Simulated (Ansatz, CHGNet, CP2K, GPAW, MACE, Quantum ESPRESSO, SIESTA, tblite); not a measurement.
# CP2K on random packing of C68N32 (at. %) (79 atoms): settings against a plane-wave reference, part 3 of 3

Aim: run random packing of C68N32 (at. %) (79 atoms) in CP2K and see how near its forces come to a plane-wave reference, and at what cost.

Program: CP2K 2026.2; the method stands at each step. Banners, paths, timers and routine set-up lines are dropped from the logs unmarked, and long logs keep their key lines alone; longer cuts are marked.

So far. Step 5 (PBE, DZVP-MOLOPT-SR, 600/70 Ry, diagonalisation): Against the first run (5.2 %), the force difference from the reference is 5.2 %, at 1.2 times the CPU time: the change moves forces by 0.038 meV/Å r.m.s., so most of the difference comes from elsewhere. Step 6 (PBE+rVV10L, DZVP-MOLOPT-SR, 600/50 Ry, diagonalisation): Against the first run (5.2 %), the force difference from the reference is 4.9 %, at 1.6 times the CPU time; the model has changed, so this is no error of the program alone.

### 7. PBE, DZVP-MOLOPT-SR, 210/50 Ry, diagonalisation

Method: Kohn-Sham DFT, PBE, GTH-PBE pseudopotentials, Gaussian and plane waves, DZVP-MOLOPT-SR-GTH, diagonalisation.

The input, input.inp:

```
&GLOBAL
  PROJECT cell
  RUN_TYPE ENERGY_FORCE
  PRINT_LEVEL LOW
&END GLOBAL
&FORCE_EVAL
  METHOD QS
  STRESS_TENSOR ANALYTICAL
  &DFT
    BASIS_SET_FILE_NAME BASIS_MOLOPT
    POTENTIAL_FILE_NAME GTH_POTENTIALS
    &MGRID
      CUTOFF 210
      REL_CUTOFF 50
    &END MGRID
    &QS
      EPS_DEFAULT 1.0E-12
    &END QS
    &SCF
      SCF_GUESS ATOMIC
      EPS_SCF 1.0E-06
      MAX_SCF 200
      ADDED_MOS 36
      &DIAGONALIZATION
        ALGORITHM STANDARD
      &END DIAGONALIZATION
      &SMEAR ON
        METHOD FERMI_DIRAC
        ELECTRONIC_TEMPERATURE [K] 580
      &END SMEAR
      &MIXING
        METHOD BROYDEN_MIXING
        ALPHA 0.15
        NBROYDEN 8
      &END MIXING
      &PRINT
        &RESTART OFF
        &END RESTART
      &END PRINT
    &END SCF
    &XC
      &XC_FUNCTIONAL PBE
      &END XC_FUNCTIONAL
    &END XC
    &PRINT
      &MULLIKEN ON
      &END MULLIKEN
      &LOWDIN ON
      &END LOWDIN
      &MO ON
        EIGENVALUES T
        OCCUPATION_NUMBERS T
        MO_INDEX_RANGE 160 183
        &EACH
          QS_SCF 0
        &END EACH
        ADD_LAST NUMERIC
      &END MO
    &END PRINT
  &END DFT
  &SUBSYS
    &CELL
      A 8.88940 0.00000 0.00000
      B 0.00000 8.88940 0.00000
      C 0.00000 0.00000 8.88940
    &END CELL
    &TOPOLOGY
      COORD_FILE_NAME structure.xyz
      COORD_FILE_FORMAT XYZ
    &END TOPOLOGY
    &KIND C
      BASIS_SET DZVP-MOLOPT-SR-GTH-q4
      POTENTIAL GTH-PBE-q4
    &END KIND
    &KIND N
      BASIS_SET DZVP-MOLOPT-SR-GTH-q5
      POTENTIAL GTH-PBE-q5
    &END KIND
  &END SUBSYS
  &PRINT
    &FORCES ON
    &END FORCES
    &STRESS_TENSOR ON
    &END STRESS_TENSOR
  &END PRINT
&END FORCE_EVAL
```

The input, structure.xyz:

```xyz
79

C 6.41130 3.03377 0.78040
C 3.94609 6.73754 4.55440
C 4.69014 2.06003 4.14513
C 4.95148 4.55920 0.74422
C 2.93697 0.59675 2.55464
C 7.22477 0.97641 8.68299
C 6.07475 8.27541 6.19636
C 0.79951 6.87462 5.90025
C 1.21323 1.92055 8.25016
C 0.97659 2.64904 1.10904
C 5.06687 6.28232 5.74113
C 1.08815 5.23532 5.90007
C 0.70706 7.15472 1.91735
C 3.41477 0.24366 4.35758
C 7.44718 1.94509 5.84016
C 1.40719 8.59045 8.82877
C 4.57057 0.35389 1.14104
C 0.60395 2.01860 2.70149
C 2.20742 4.24540 3.53140
C 1.10282 3.73577 4.85601
[... 55 atom lines left out ...]
N 1.88731 4.16362 1.85895
N 6.41477 6.17324 3.62901
N 5.93919 3.28019 3.77017
N 0.45460 2.31587 5.60521
```

Command:

```sh
OMP_NUM_THREADS=2 cp2k.psmp -i input.inp > output.txt
```

Numbers of over 12 decimals in the logs are rounded to 6 here.

The program printed:

```text
CP2K| version string:                                       CP2K version 2026.2
 CP2K| Input file name                                                 input.inp
 GLOBAL| Basis set file name                                        BASIS_MOLOPT
 GLOBAL| Potential file name                                      GTH_POTENTIALS
 GLOBAL| Run type                                                   ENERGY_FORCE
 GLOBAL| Total number of message passing processes                             1
 GLOBAL| Number of threads for this process                                    2
 TOTAL NUMBERS AND MAXIMUM NUMBERS
  Total number of            - Atomic kinds:                                   2
                             - Atoms:                                         79
[... lines left out ...]
                        Smear method:                                FERMI_DIRAC
[... lines left out ...]
 Number of electrons:                                                        341
[... lines left out ...]
  Step     Update method      Time    Convergence         Total energy    Change
[... lines left out ...]
  *** SCF run converged in    27 steps ***
[... lines left out ...]
  Fermi energy:                                                 0.210035
  Total energy:                                              -545.768293
  Total energy (extrapolated to T->0):                       -545.761925
[... lines left out ...]
 MO| E(Fermi):            0.210035 a.u.          5.715352 eV
[... lines left out ...]
       1     C        1          3.939985                              0.060015
       2     C        1          3.952096                              0.047904
       3     C        1          3.911466                              0.088534
[...]
# Total charge                            341.000000                  0.000000
 !-----------------------------------------------------------------------------!
 LOWDIN POPULATION ANALYSIS
 #  Atom  Element  Kind  Atomic population                           Net charge
[...]
78     N        2          4.870590                              0.129410
      79     N        2          4.805484                              0.194516
 # Total charge                            341.000000                  0.000000
 ENERGY| Total FORCE_EVAL ( QS ) energy [hartree]           -545.768324
 FORCES| Atomic forces [hartree/bohr]
 FORCES|   Atom     x               y               z               |f|
 FORCES|      1  1.86862263E-02 -4.12018629E-02  5.14300914E-02   6.84968821E-02
 FORCES|      2  3.01035950E-02 -4.04699215E-02  4.73280251E-02   6.91663425E-02
 FORCES|      3  1.03531693E-01 -1.37647030E-02  3.08039935E-02   1.08890608E-01
[...]
FORCES|     78 -4.23156642E-02 -1.65948395E-02 -5.27592529E-03   4.57584913E-02
 FORCES|     79 -5.80599251E-03  5.86628392E-02  2.89899603E-02   6.56921308E-02
 FORCES| Sum     2.75797759E-03 -1.23325563E-02 -6.92572549E-03
 FORCES| Total atomic force                                       1.44105537E-02
 STRESS| Analytical stress tensor [bar]
 STRESS|                        x                   y                   z
 STRESS|      x       -2.10615575014E+05   3.31230282365E+03   1.66796247003E+04
 STRESS|      y        3.31230282365E+03  -3.03720560678E+05   1.11020986369E+04
 STRESS|      z        1.66796247003E+04   1.11020986369E+04  -2.30063107748E+05
 STRESS| 1/3 Trace                                            -2.48133081147E+05
```

Elapsed: 2.4 min, on 2 threads of Arm Neoverse V2, shared host; peak memory 0.67 GiB; 4.6 min of CPU time.

Against the reference:

```
r.m.s. force component                          : 2.018 eV/Å
r.m.s. difference of force components           : 107.6 meV/Å
longest difference of force vectors             : 347.1 meV/Å
force difference over r.m.s. force              : 5.51 %
slope of forces against the reference's         : 1.032
correlation of force components                 : 0.9991
pressure                                        : -24.81 GPa
pressure difference                             : -0.6756 GPa
energy less the same-level run's                : -0.3452 meV/atom
r.m.s. force difference from the same-level run : 32.44 meV/Å
```

This is a coarse setting, run to see what it loses.

Against the first run (5.2 %), the force difference from the reference is 5.5 %, at 0.64 times the CPU time (on 2 against 4 cores).

The forces add up to 0.74 eV/Å instead of zero, usually a sign of too coarse a grid.

### 8. All runs compared

Differences are against the plane-wave reference, forces as r.m.s. over components; share is that over the reference's r.m.s. force, slope the least-squares factor from reference forces to these. Total energies of different programs have different zeros and aren't compared.

| run | Δ force, r.m.s. (meV/Å) | share (%) | slope | Δ pressure (GPa) | cores | CPU time | memory (GiB) |
| --- | --- | --- | --- | --- | --- | --- | --- |
| reference | - | - | - | - | 2 | 5.6 min | 1.7 |
| CP2K PBE, DZVP-MOLOPT-SR, 600/50 Ry, diagonalisation | 101 | 5.19 | 1.032 | -0.695 | 4 | 7.2 min | 2.6 |
| CP2K PBE, TZVP-UZH, 600/50 Ry, diagonalisation | 88.8 | 4.55 | 0.988 | 2.48 | 4 | 7.8 min | 2.8 |
| CP2K PBE, SZV-MOLOPT-SR, 600/50 Ry, diagonalisation (coarse) | 926 | 47.4 | 1.119 | 8.86 | 1 | 3.6 min | 1.7 |
| CP2K PBE, DZVP-MOLOPT-SR, 600/70 Ry, diagonalisation | 101 | 5.19 | 1.032 | -0.695 | 4 | 8.6 min | 2.6 |
| CP2K PBE+rVV10L, DZVP-MOLOPT-SR, 600/50 Ry, diagonalisation | 96.7 | 4.95 | 1.019 | -1.99 | 4 | 12 min | 4.5 |
| CP2K PBE, DZVP-MOLOPT-SR, 210/50 Ry, diagonalisation (coarse) | 108 | 5.51 | 1.032 | -0.676 | 2 | 4.6 min | 0.67 |

Rows marked coarse were listed beforehand as settings not expected to be converged; some can still land near the reference.

CPU time is summed over cores on a shared host, where runs went side by side, so it is rough. Symmetry, cutoffs, thresholds, outputs and thread counts weren't matched or tuned between programs; memory under MPI is the largest rank's times the ranks.

Mean charges by element (e), by run and scheme:

| run | scheme | C | N |
| --- | --- | --- | --- |
| CP2K PBE, DZVP-MOLOPT-SR, 600/50 Ry, diagonalisation | Mulliken | +0.05 | -0.12 |
| CP2K PBE, TZVP-UZH, 600/50 Ry, diagonalisation | Mulliken | +0.13 | -0.28 |
| CP2K PBE, DZVP-MOLOPT-SR, 600/70 Ry, diagonalisation | Mulliken | +0.05 | -0.12 |
| CP2K PBE+rVV10L, DZVP-MOLOPT-SR, 600/50 Ry, diagonalisation | Mulliken | +0.05 | -0.12 |

Within one program, basis, potentials and functional, energies share a zero. Each run against its twin at the usual cutoff or grid and solver:

| run | twin | Δ energy (meV/atom) | Δ force, r.m.s. (meV/Å) | CPU time over the twin's |
| --- | --- | --- | --- | --- |
| CP2K PBE, DZVP-MOLOPT-SR, 600/70 Ry, diagonalisation | DZVP-MOLOPT-SR, 600/50 Ry, diagonalisation | 0.0029 | 0.038 | 1.2 |
| CP2K PBE, DZVP-MOLOPT-SR, 210/50 Ry, diagonalisation | DZVP-MOLOPT-SR, 600/50 Ry, diagonalisation | -0.345 | 32.4 | 0.64 (this twin ran on 4 cores) |

Further runs of this program without a result: CP2K GFN1-xTB, diagonalisation (not converged); CP2K SCC-DFTB, diagonalisation (not converged).

### 9. What came out

```yaml
nearest_in_forces: CP2K PBE, TZVP-UZH, 600/50 Ry, diagonalisation, 4.5 %
its_cpu_time: 7.8 min
```

What this shows: The PBE runs in local orbitals, coarse settings apart, differ by 4.5 % (CP2K PBE, TZVP-UZH, 600/50 Ry, diagonalisation) to 5.2 % (CP2K PBE, DZVP-MOLOPT-SR, 600/50 Ry, diagonalisation); basis, grid and potentials can all enter. Rows with another functional or a dispersion term differ by 4.9 % (CP2K PBE+rVV10L, DZVP-MOLOPT-SR, 600/50 Ry, diagonalisation), which mixes the change of model with differences of basis and potentials. Runs with settings chosen to be coarse differ by 5.5 % (CP2K PBE, DZVP-MOLOPT-SR, 210/50 Ry, diagonalisation) to 47 % (CP2K PBE, SZV-MOLOPT-SR, 600/50 Ry, diagonalisation), their programs' other errors included. None of the electronic-structure runs in the table takes under half the reference's CPU time of 5.6 min; they take 0.63 to 2.0 times as much. In pressure, CP2K PBE, SZV-MOLOPT-SR, 600/50 Ry, diagonalisation misses by +8.9 GPa, at the same functional. Charges hang on program or settings: among these rows the mean for N runs from -0.28 to -0.12 e. The reference's pressure holds the uncorrected Pulay stress of its 60 Ry basis, so small pressure differences, and their order, may be the reference's own error. The electron count is odd in these runs, and they have no spin polarisation, so the unpaired electron is spread evenly over both spins. The reference's stress is far from hydrostatic: its diagonal is -20.5, -29.5, -22.4 GPa, compression counted positive. The reference's pressure of -24 GPa says that the cell would shrink at this level of theory. The electronic-structure runs sample only Γ, in a cell whose shortest periodic width is 9 Å, which is coarse for a cell with partly filled levels.

[Also dropped from logs without a mark: logging warnings of Python, and SIESTA's first energy breakdown and zero terms.]

[Logs are printed without paths, hosts, clocks, repeated set-up lines and the standing remarks that a program may print on its own settings, such as how far it seeks lower states.]

[Hosts, paths, dates, database ids (printed as entryN), source tags and the programs' standing remarks are cut or masked in the printed files.]
